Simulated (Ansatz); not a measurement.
## Li on Ta(100): change of the work function

Wanted: Δφ(θ) for Li/Ta(100), starting from the hollow site.

Method: plane-wave DFT, LDA, Ansatz PAW, in the first sound run; inputs show where later runs differ, in Ansatz 0.2.0.

**1. Starting point**

The cell holds 5 atoms: 5 Ta. Cell: a = 3.310 Å, b = 3.310 Å, c = 24.620 Å, α = 90.0°, β = 90.0°, γ = 90.0°. Vacuum lies along c.

**2. The clean slab**

The bare slab comes first, as the zero from which every change is counted. The two lowest layers are held at bulk places and the upper ones relax. The dipole correction removes the false field that a one-sided slab makes across the periodic vacuum, so each face gets a flat vacuum level of its own.

Input file input.yaml:

```yaml
crystal:
  lattice:
    - [3.31, 0.0, 0.0]
    - [0.0, 3.31, 0.0]
    - [0.0, 0.0, 24.62]
  atoms:
    - { symbol: Ta, position: [0.0, 0.0, 0.3655564582] }
    - { symbol: Ta, position: [0.5, 0.5, 0.4327782291] }
    - { symbol: Ta, position: [0.0, 0.0, 0.5] }
    - { symbol: Ta, position: [0.5, 0.5, 0.5672217709] }
    - { symbol: Ta, position: [0.0, 0.0, 0.6344435418] }
kpoints:
  mp_grid: { grid: [9, 9, 1] }
hamiltonian:
  xc: lda
scf:
  occupations: { method: fermi_dirac, width: 0.1 }
  convergence: { dr2_threshold: 1.0e-08 }
efield:
  axis: 3
  dipole_correction: true
  ramp_position: 0.97
  ramp_width: 0.06
relax:
  f_tol: 0.02
  max_steps: 60
  constraints: [{ sites: [0, 1] }]
output:
  write_potential: true
  write_density: true
  volumetric_format: npy
```

Launch:

```sh
> ansatz run input.yaml --threads 8 --pin off --max-ram 12288MiB --backend cpu --events-out ev --progress --plain --runs-dir out
```

Numbers of over 12 decimals in the logs are rounded to 6 here.

The program printed:

```text
Engine: ansatz 0.2.0, aarch64-unknown-linux-gnu
Pseudopotentials: kind: paw
Pseudopotential: Ta, paw, valence charge 13, recommended cutoff 420 eV (normal), Ta.paw.azcp
Functional definition: SPW92
  exchange = slater_x
  correlation = pw_c
Crystal: 5 atoms, lattice volume = 269.739 Å³
Basis set: ecut = 420 eV, 5323 PW (Γ)
Bands: 39, of which v1, the nominal top of the filled ones, is band 33 counted from 1 (32 counted from 0)
Symmetry: 8 space group operations
k-points: 15 of 81
Non-local potential: Ta, projectors of the file, l = 0: 3, l = 1: 2, l = 2: 2, l = 3: 1
PAW form: soft (Blöchl's): semilocal exchange-correlation on the pseudo side does not see the compensation charge
PAW frozen core: Ta, regenerated for the run's functional, and the local potential with it (the file was generated under x = pbe(κ = 0.804, μ = 0.219515), c = pbe(β = 0.066725))
PAW one-centre angular grid: Ta, 590 points (default); XC on 64 Gauss nodes
Initial density: superposition of atomic densities (neutral atoms: chi_scale 0, normalization atom), corrected by the library's trained network
Initial wavefunctions: pseudopotential atomic-orbital guess
Functional: x = slater, c = lda
SCF iter   1: F=—  HF=-48408.607206 eV  |F-HF|=—  |Δ(HF+E_count)|=         —  Δρ=8.10e-3  dr2=2.28e0  ethr=1.77e-3  p=-0.000 e·Å  D=-5.18e-14 V/Å  ΔV_dip=0.00 eV  dr2_dipole=3.68e-9  V_vac-E_F(+/−)=4.44/4.44 eV  ⟨swp⟩=8.1  Hψ=2757  notcnv=0
efield: sawtooth ramp at fractional position 0.9700 (set: `efield.ramp_position`, or a place that a band, a saddle search or an elastic batch's reference lends), width 0.0600; the density the first Hamiltonian is built on has a dipole p = -0.000 e·Å; the dipole correction subtracts the counter field D = -5.18e-14 V/Å, which shifts the + side's vacuum level by +0.00 eV against the − side's; the planar-averaged density in the ramp window peaks in size at 2.5e-5 e/Å³
preconditioner: auto → LDOS  [metal: Δε(μ)=0.039 eV  Ē_g=3.294 eV  σ=0.100 eV  W_gap=0.10  n_scr=44 (ndim 8)  ℏωp=11.3 eV  f_vac=0.563  D(μ)=5.40/eV (n_scr^D=18)  β→1.0]
SCF iter   2: F=—  HF=-48408.514113 eV  |F-HF|=—  |Δ(HF+E_count)|=   9.31e-2  Δρ=3.99e-3  dr2=4.94e-1  ethr=1.77e-3  p=-0.000 e·Å  D=-8.87e-7 V/Å  ΔV_dip=0.00 eV  dr2_dipole=2.61e-9  V_vac-E_F(+/−)=4.16/4.16 eV  ⟨swp⟩=3.2  Hψ=850  notcnv=0
SCF iter   3: F=—  HF=-48408.497070 eV  |F-HF|=—  |Δ(HF+E_count)|=   1.70e-2  Δρ=6.76e-4  dr2=5.68e-3  ethr=7.59e-4  p=0.000 e·Å  D=4.39e-6 V/Å  ΔV_dip=-0.00 eV  dr2_dipole=1.27e-8  V_vac-E_F(+/−)=4.21/4.21 eV  ⟨swp⟩=1.5  Hψ=606  notcnv=0
SCF iter   4: F=—  HF=-48408.497299 eV  |F-HF|=—  |Δ(HF+E_count)|=   2.29e-4  Δρ=2.37e-4  dr2=2.98e-4  ethr=8.73e-6  p=0.000 e·Å  D=4.21e-6 V/Å  ΔV_dip=-0.00 eV  dr2_dipole=9.77e-10  V_vac-E_F(+/−)=4.19/4.19 eV  ⟨swp⟩=2.3  Hψ=809  notcnv=0
SCF iter   5: F=—  HF=-48408.497292 eV  |F-HF|=—  |Δ(HF+E_count)|=   7.46e-6  Δρ=5.94e-5  dr2=1.92e-5  ethr=4.59e-7  p=0.000 e·Å  D=1.52e-6 V/Å  ΔV_dip=-0.00 eV  dr2_dipole=4.33e-12  V_vac-E_F(+/−)=4.19/4.19 eV  ⟨swp⟩=2.6  Hψ=895  notcnv=0
SCF iter   6: F=—  HF=-48408.497296 eV  |F-HF|=—  |Δ(HF+E_count)|=   4.53e-6  Δρ=1.53e-5  dr2=3.76e-6  ethr=2.96e-8  p=0.000 e·Å  D=4.06e-7 V/Å  ΔV_dip=-0.00 eV  dr2_dipole=1.16e-11  V_vac-E_F(+/−)=4.19/4.19 eV  ⟨swp⟩=2.9  Hψ=1017  notcnv=0
SCF iter   7: F=—  HF=-48408.497364 eV  |F-HF|=—  |Δ(HF+E_count)|=   6.76e-5  Δρ=4.19e-6  dr2=1.91e-7  ethr=5.78e-9  p=0.000 e·Å  D=1.79e-7 V/Å  ΔV_dip=-0.00 eV  dr2_dipole=1.88e-12  V_vac-E_F(+/−)=4.19/4.19 eV  ⟨swp⟩=2.5  Hψ=893  notcnv=0
SCF iter   8: F=—  HF=-48408.497364 eV  |F-HF|=—  |Δ(HF+E_count)|=   1.57e-8  Δρ=1.06e-6  dr2=1.32e-8  ethr=2.95e-10  p=0.000 e·Å  D=7.77e-8 V/Å  ΔV_dip=-0.00 eV  dr2_dipole=3.23e-14  V_vac-E_F(+/−)=4.19/4.19 eV  ⟨swp⟩=2.2  Hψ=904  notcnv=0
SCF iter   9: F=-48408.497364 eV  HF=-48408.497364 eV  |F-HF|=2.55e-10  |Δ(HF+E_count)|=   1.05e-9  Δρ=3.39e-7  dr2=6.84e-10  ethr=1.54e-11  p=0.000 e·Å  D=1.98e-8 V/Å  ΔV_dip=-0.00 eV  dr2_dipole=7.43e-16  V_vac-E_F(+/−)=4.19/4.19 eV  ⟨swp⟩=10.5  Hψ=4087  notcnv=0
SCF 1 converged in 9 iterations: F = -48408.497364 eV  dr2 = 6.84e-10
  greatest PAW one-centre occupation: 1.000 electrons in one spin orbital (limit 2), on the Ta atom at site 1 (counted from 0), in its partial waves of l = 0
relax step   1: F+E_penalty+E_count = -48408.49736406 eV  Δ(F+E_penalty+E_count) = +0.000e0 eV  max|allowed force component| = 2.084e0 eV/Å  Δτ_max = 0.0000 Å  (9 SCF iters, accepted)
Initial density: handed on by an earlier stage of this run
Initial wavefunctions: those handed on with the density
SCF iter   1: F=—  HF=-48408.972341 eV  |F-HF|=—  |Δ(HF+E_count)|=         —  Δρ=1.17e-2  dr2=2.14e0  ethr=3.10e-3  p=0.000 e·Å  D=3.19e-7 V/Å  ΔV_dip=-0.00 eV  dr2_dipole=2.68e-1  V_vac-E_F(+/−)=4.28/4.28 eV  ⟨swp⟩=5.7  Hψ=1553  notcnv=0
efield: sawtooth ramp at fractional position 0.9700 (set: `efield.ramp_position`, or a place that a band, a saddle search or an elastic batch's reference lends), width 0.0600; the density the first Hamiltonian is built on has a dipole p = 0.000 e·Å; the dipole correction subtracts the counter field D = 3.19e-7 V/Å, which shifts the + side's vacuum level by -0.00 eV against the − side's; the planar-averaged density in the ramp window peaks in size at 1.8e-6 e/Å³
preconditioner: auto → LDOS  [metal: Δε(μ)=0.055 eV  Ē_g=3.378 eV  σ=0.100 eV  W_gap=0.14  n_scr=44 (ndim 8)  ℏωp=11.3 eV  f_vac=0.573  D(μ)=4.94/eV (n_scr^D=14)  β→1.0]
SCF iter   2: F=—  HF=-48408.836852 eV  |F-HF|=—  |Δ(HF+E_count)|=   1.35e-1  Δρ=5.68e-3  dr2=3.61e-1  ethr=3.10e-3  p=0.021 e·Å  D=1.41e-2 V/Å  ΔV_dip=-0.35 eV  dr2_dipole=1.05e-1  V_vac-E_F(+/−)=3.89/4.24 eV  ⟨swp⟩=2.9  Hψ=901  notcnv=0
SCF iter   3: F=—  HF=-48408.803662 eV  |F-HF|=—  |Δ(HF+E_count)|=   3.32e-2  Δρ=1.75e-3  dr2=3.94e-2  ethr=5.55e-4  p=0.010 e·Å  D=6.83e-3 V/Å  ΔV_dip=-0.17 eV  dr2_dipole=7.99e-4  V_vac-E_F(+/−)=4.05/4.22 eV  ⟨swp⟩=2.8  Hψ=882  notcnv=0
SCF iter   4: F=—  HF=-48408.798628 eV  |F-HF|=—  |Δ(HF+E_count)|=   5.03e-3  Δρ=3.37e-4  dr2=1.85e-3  ethr=6.07e-5  p=0.012 e·Å  D=8.15e-3 V/Å  ΔV_dip=-0.20 eV  dr2_dipole=3.21e-4  V_vac-E_F(+/−)=4.00/4.20 eV  ⟨swp⟩=2.5  Hψ=850  notcnv=0
SCF iter   5: F=—  HF=-48408.798397 eV  |F-HF|=—  |Δ(HF+E_count)|=   2.31e-4  Δρ=7.82e-5  dr2=3.18e-5  ethr=2.85e-6  p=0.013 e·Å  D=8.41e-3 V/Å  ΔV_dip=-0.21 eV  dr2_dipole=3.85e-6  V_vac-E_F(+/−)=3.99/4.20 eV  ⟨swp⟩=2.1  Hψ=819  notcnv=0
[...]
SCF iter   4: F=—  HF=-48408.884427 eV  |F-HF|=—  |Δ(HF+E_count)|=   3.67e-3  Δρ=7.97e-4  dr2=1.74e-2  ethr=1.19e-5  p=0.019 e·Å  D=1.28e-2 V/Å  ΔV_dip=-0.32 eV  dr2_dipole=4.90e-3  V_vac-E_F(+/−)=3.90/4.22 eV  ⟨swp⟩=3.1  Hψ=1250  notcnv=0
SCF iter   5: F=—  HF=-48408.883535 eV  |F-HF|=—  |Δ(HF+E_count)|=   8.92e-4  Δρ=2.20e-4  dr2=1.37e-3  ethr=1.19e-5  p=0.015 e·Å  D=1.03e-2 V/Å  ΔV_dip=-0.25 eV  dr2_dipole=1.52e-4  V_vac-E_F(+/−)=3.95/4.21 eV  ⟨swp⟩=2.0  Hψ=673  notcnv=0
SCF iter   6: F=—  HF=-48408.883485 eV  |F-HF|=—  |Δ(HF+E_count)|=   4.96e-5  Δρ=3.79e-5  dr2=1.45e-5  ethr=2.10e-6  p=0.014 e·Å  D=9.42e-3 V/Å  ΔV_dip=-0.23 eV  dr2_dipole=2.25e-7  V_vac-E_F(+/−)=3.97/4.20 eV  ⟨swp⟩=1.9  Hψ=647  notcnv=0
SCF iter   7: F=—  HF=-48408.883485 eV  |F-HF|=—  |Δ(HF+E_count)|=   1.86e-7  Δρ=2.54e-5  dr2=1.50e-5  ethr=2.23e-8  p=0.013 e·Å  D=9.04e-3 V/Å  ΔV_dip=-0.22 eV  dr2_dipole=1.41e-6  V_vac-E_F(+/−)=3.98/4.20 eV  ⟨swp⟩=3.0  Hψ=1081  notcnv=0
SCF iter   8: F=—  HF=-48408.883485 eV  |F-HF|=—  |Δ(HF+E_count)|=   2.62e-7  Δρ=4.66e-6  dr2=3.55e-7  ethr=2.23e-8  p=0.013 e·Å  D=9.01e-3 V/Å  ΔV_dip=-0.22 eV  dr2_dipole=9.47e-9  V_vac-E_F(+/−)=3.98/4.20 eV  ⟨swp⟩=1.6  Hψ=609  notcnv=0
SCF iter   9: F=—  HF=-48408.883568 eV  |F-HF|=—  |Δ(HF+E_count)|=   8.33e-5  Δρ=1.58e-6  dr2=3.12e-8  ethr=5.47e-10  p=0.013 e·Å  D=8.98e-3 V/Å  ΔV_dip=-0.22 eV  dr2_dipole=1.56e-9  V_vac-E_F(+/−)=3.98/4.20 eV  ⟨swp⟩=2.3  Hψ=813  notcnv=0
SCF iter  10: F=-48408.883568 eV  HF=-48408.883568 eV  |F-HF|=7.28e-10  |Δ(HF+E_count)|=  7.49e-10  Δρ=3.44e-7  dr2=1.03e-9  ethr=1.54e-11  p=0.013 e·Å  D=8.98e-3 V/Å  ΔV_dip=-0.22 eV  dr2_dipole=2.02e-10  V_vac-E_F(+/−)=3.98/4.20 eV  ⟨swp⟩=10.9  Hψ=4368  notcnv=0
SCF 3 converged in 10 iterations: F = -48408.883568 eV  dr2 = 1.03e-9
relax step   3: F+E_penalty+E_count = -48408.88356819 eV  Δ(F+E_penalty+E_count) = -8.511e-2 eV  max|allowed force component| = 4.219e-1 eV/Å  Δτ_max = 0.1950 Å  (10 SCF iters, accepted)
[...]
relax step   4: F+E_penalty+E_count = -48408.89031524 eV  Δ(F+E_penalty+E_count) = -6.747e-3 eV  max|allowed force component| = 4.960e-2 eV/Å  Δτ_max = 0.0317 Å  (8 SCF iters, accepted)
SCF iter   1: F=—  HF=-48408.890386 eV  |F-HF|=—  |Δ(HF+E_count)|=         —  Δρ=2.38e-4  dr2=4.03e-4  ethr=2.96e-5  p=0.013 e·Å  D=8.60e-3 V/Å  ΔV_dip=-0.21 eV  dr2_dipole=4.38e-6  V_vac-E_F(+/−)=3.99/4.20 eV  ⟨swp⟩=1.6  Hψ=850  notcnv=0
efield: sawtooth ramp at fractional position 0.9700 (set: `efield.ramp_position`, or a place that a band, a saddle search or an elastic batch's reference lends), width 0.0600; the density the first Hamiltonian is built on has a dipole p = 0.013 e·Å; the dipole correction subtracts the counter field D = 8.60e-3 V/Å, which shifts the + side's vacuum level by -0.21 eV against the − side's; the planar-averaged density in the ramp window peaks in size at 2.9e-6 e/Å³
preconditioner: auto → LDOS  [metal: Δε(μ)=0.004 eV  Ē_g=3.418 eV  σ=0.100 eV  W_gap=0.01  n_scr=44 (ndim 8)  ℏωp=11.3 eV  f_vac=0.580  D(μ)=4.68/eV (n_scr^D=12)  β→1.0]
SCF iter   2: F=—  HF=-48408.890369 eV  |F-HF|=—  |Δ(HF+E_count)|=   1.64e-5  Δρ=1.23e-4  dr2=1.76e-4  ethr=6.20e-7  p=0.013 e·Å  D=8.78e-3 V/Å  ΔV_dip=-0.22 eV  dr2_dipole=7.91e-6  V_vac-E_F(+/−)=3.98/4.20 eV  ⟨swp⟩=2.1  Hψ=909  notcnv=0
SCF iter   3: F=—  HF=-48408.890357 eV  |F-HF|=—  |Δ(HF+E_count)|=   1.23e-5  Δρ=2.61e-5  dr2=8.61e-6  ethr=2.71e-7  p=0.013 e·Å  D=8.66e-3 V/Å  ΔV_dip=-0.21 eV  dr2_dipole=2.84e-7  V_vac-E_F(+/−)=3.98/4.20 eV  ⟨swp⟩=2.1  Hψ=809  notcnv=0
SCF iter   4: F=—  HF=-48408.890431 eV  |F-HF|=—  |Δ(HF+E_count)|=   7.43e-5  Δρ=5.97e-6  dr2=2.11e-7  ethr=1.32e-8  p=0.013 e·Å  D=8.67e-3 V/Å  ΔV_dip=-0.21 eV  dr2_dipole=4.62e-8  V_vac-E_F(+/−)=3.98/4.20 eV  ⟨swp⟩=2.7  Hψ=980  notcnv=0
SCF iter   5: F=—  HF=-48408.890431 eV  |F-HF|=—  |Δ(HF+E_count)|=   1.15e-7  Δρ=1.74e-6  dr2=1.47e-8  ethr=3.25e-10  p=0.013 e·Å  D=8.66e-3 V/Å  ΔV_dip=-0.21 eV  dr2_dipole=3.97e-11  V_vac-E_F(+/−)=3.98/4.20 eV  ⟨swp⟩=2.1  Hψ=858  notcnv=0
SCF iter   6: F=-48408.890431 eV  HF=-48408.890431 eV  |F-HF|=1.96e-10  |Δ(HF+E_count)|=   4.72e-9  Δρ=5.38e-7  dr2=1.84e-9  ethr=1.54e-11  p=0.013 e·Å  D=8.66e-3 V/Å  ΔV_dip=-0.21 eV  dr2_dipole=3.29e-10  V_vac-E_F(+/−)=3.98/4.20 eV  ⟨swp⟩=10.5  Hψ=4434  notcnv=0
SCF 5 converged in 6 iterations: F = -48408.890431 eV  dr2 = 1.84e-9
relax step   5: F+E_penalty+E_count = -48408.89043128 eV  Δ(F+E_penalty+E_count) = -1.160e-4 eV  max|allowed force component| = 4.166e-3 eV/Å  Δτ_max = 0.0051 Å  (6 SCF iters, accepted)
NSCF: frozen V_eff on 15 k-points
the band table was solved once a step of the walk had ended and its energy, with any forces and stress, was formed, with the checks that follow a solve (2733 applications of the Hamiltonian). They found nothing against the state; the energy, forces and stress were not computed again (output.eigenvalues in the input reference)
WARN: The output density's exchange-correlation potential varies sharply where the density is thin. Do not read a vacuum level from v_tot or v_xc, or from such a field of the output density. On a cell that repeats whose density bears no net charge and no dipole along the vacuum's axis use v_es (v_loc + v_h of the components); under efield.dipole_correction with no amplitude use v_es + v_field, which holds any externa [...]
SCF converged after 6 iterations
Free energy (F): -48408.890431 eV
Harris-Foulkes:  -48408.890431 eV  (|F-HF|=1.96e-10)
Internal energy: -48408.733886 eV  (E = F + TS)
E sigma→0 (E₀):  -48408.812159 eV
Entropy (-TS):   -0.156545 eV (-31.309 meV/atom)
Fermi energy:    3.606962 eV
Dipole field:    D = 0.008641 V/Å  (p = 0.012881 e·Å, saw-weighted, corrected)
Work function:   Φ+ = 3.9830 eV   Φ− = 4.1957 eV
Levels:          The Fermi level and band energies are counted from a zero that moves with the ramp; work functions are not
--- Per-component energies (eV) ---
  E_band       = -1513.077666
  E_kinetic    = 1826.077198
  E_local      = -69519.342497  (includes V_loc(G=0)·N_el)
  E_nonlocal   = 104.334630
  E_hartree    = 33839.451014
  E_xc         = -1079.174323
  E_vxc        = -1013.924161  (∫ρ·V_xc dr)
  E_paw        = -40744.057951  (= ΣΔE_a)
  E_vpaw       = -589.188877  (= ΣTr[D̂ρ^β])
  E_aug_tail   = 0.000724  (compensation charges beyond the density's cutoff)
  E_efield     = 0.000056  (sawtooth field / dipole correction)
  E_vefield    = 0.062684  (∫n·V_field dr)
  E_ewald      = 27162.682748
  E_core_change = 1.294514  (= ΣΔE_core)
  E_smearing   = -0.156545  (= −TS)
  E_closure    = 0.000000  (closes the sum)
  Σ components = -48408.890431   (vs F -48408.890431, Δ=0.00e0)
--- Forces (eV/Å), atoms counted from 1 ---
  atom   1  Ta    -0.00000000     0.00000000     2.05696252
  atom   2  Ta    -0.00000000     0.00000000    -2.06111692
  atom   3  Ta    -0.00000000     0.00000000    -0.00342778
  atom   4  Ta    -0.00000000     0.00000000     0.00416634
  atom   5  Ta    -0.00000000     0.00000000     0.00333617
  max |Σ_I F_I| component: 7.97e-5 eV/Å
--- Band table (eV; the first three rows and the last of 15) ---
  k-point 0: bands = [... 29 lower, 3.7135, 3.7926, 4.0497, 4.0497, 4.2957, 4.2957, 4.6748, 4.6748, ... 2 higher]
  k-point 1: bands = [... 29 lower, 3.3089, 3.6050, 3.6114, 4.0170, 4.1517, 4.3026, 4.4593, 4.7970, ... 2 higher]
  k-point 2: bands = [... 29 lower, 2.9385, 2.9547, 3.3948, 3.6567, 4.1227, 4.1550, 4.6955, 5.2072, ... 2 higher]
  k-point 14: bands = [... 29 lower, 2.5746, 2.6175, 3.2371, 3.4018, 5.2366, 5.3658, 5.6153, 5.6165, ... 2 higher]
--- Relaxed structure (5 steps of the walk, 5 accepted, 0 SCFs on fresh bases) ---
  F+E_penalty+E_count = -48408.89043128 eV   max|allowed force component| = 4.166e-3 eV/Å
  atoms:
    - { symbol: Ta, position: [0.0, 0.0, 0.3655564582] }
    - { symbol: Ta, position: [0.5, 0.5, 0.4327782291] }
    - { symbol: Ta, position: [0, 0.0, 0.496967] }
    - { symbol: Ta, position: [0.5, 0.5, 0.563515] }
    - { symbol: Ta, position: [0, 0.0, 0.618559] }
```

Run time: 9.1 s. Hardware: 8 threads of Arm Neoverse V2, shared host; peak memory 0.72 GiB; 68 s of CPU time.

Relaxation path:

```csv
step,energy less that of the first step (eV),largest force component (eV/Å)
1,0.0000,2.0843
2,-0.3011,0.6501
3,-0.3862,0.4219
4,-0.3930,0.0496
5,-0.3931,0.0042
```

The run keeps the 8 symmetry operations that it works with, so distortions that break them were not tested.

The atoms that moved most (Å):

```csv
atom,dx,dy,dz,length
Ta5,0.000,0.000,-0.391,0.391
Ta4,0.000,0.000,-0.091,0.091
Ta3,0.000,0.000,-0.075,0.075
```

Final coordinates:

```xyz
5
Lattice="3.3100 0.0000 0.0000 0.0000 3.3100 0.0000 0.0000 0.0000 24.6200" Properties=species:S:1:pos:R:3
Ta    0.0000    0.0000    9.0000
Ta    1.6550    1.6550   10.6550
Ta    0.0000    0.0000   12.2353
Ta    1.6550    1.6550   13.8737
Ta    0.0000    0.0000   15.2289
```

This step gave:

| Item | Value |
| --- | --- |
| energy at zero smearing | -48408.8122 eV |
| work function, upper face | 3.983 eV |
| work function, lower face | 4.196 eV |
| dipole along the normal | 0.01288 e·Å |
| step between the vacuum levels | -0.2127 eV |

Running mean over 1.655 Å of the planar mean; the ramp of the sawtooth is left out. Table of electron's electrostatic potential energy less the Fermi level by z:

z (Å), electron's electrostatic potential energy less the Fermi level (eV) and a bar from the least value:
```
      3.5        4.2 ##############################
      4.0        4.2 ##############################
      4.5        4.2 ##############################
      5.0        4.2 ##############################
      5.5        4.2 ##############################
      6.0        4.1 ##############################
      6.5        3.9 #############################
      7.0        3.3 ############################
      7.5        1.5 #########################
      8.0       -2.3 ##################
      8.5       -7.0 ##########
      9.0       -9.6 ######
      9.5      -10.0 #####
     10.0       -9.9 #####
     10.5      -10.0 #####
     11.0      -10.4 ####
     11.5      -10.6 ####
     12.0      -10.4 ####
     12.5      -10.1 ####
     13.0      -10.1 #####
     13.5      -10.3 ####
     14.0      -11.5 ##
     14.5      -12.6 
     15.0      -11.7 ##
     15.5       -8.9 #######
     16.0       -4.5 ###############
     16.5        0.1 #######################
     17.0        2.6 ###########################
     17.5        3.5 #############################
     18.0        3.8 #############################
     18.5        3.9 ##############################
     19.0        4.0 ##############################
     19.5        4.0 ##############################
     20.0        4.0 ##############################
     20.5        4.0 ##############################
     21.0        4.0 ##############################
     21.5        4.0 ##############################
```

The relaxation took 5 steps and lowered the energy by 0.39 eV; the largest force on the free atoms ends at 0.0042 eV/Å.

The work function of the upper face is 3.98 eV.

(Part 1 of 5 ends here.)

[Logs are printed without paths, hosts, clocks, repeated set-up lines and the standing remarks that a program may print on its own settings, such as how far it seeks lower states.]

[Hosts, paths, dates, database ids (printed as entryN), source tags and the programs' standing remarks are cut or masked in the printed files.]

[Maps of the electrostatic potential energy from Ansatz leave out the sawtooth potential of an applied field or a dipole correction, so their vacuum need not be flat; planar profiles and work functions include it.]
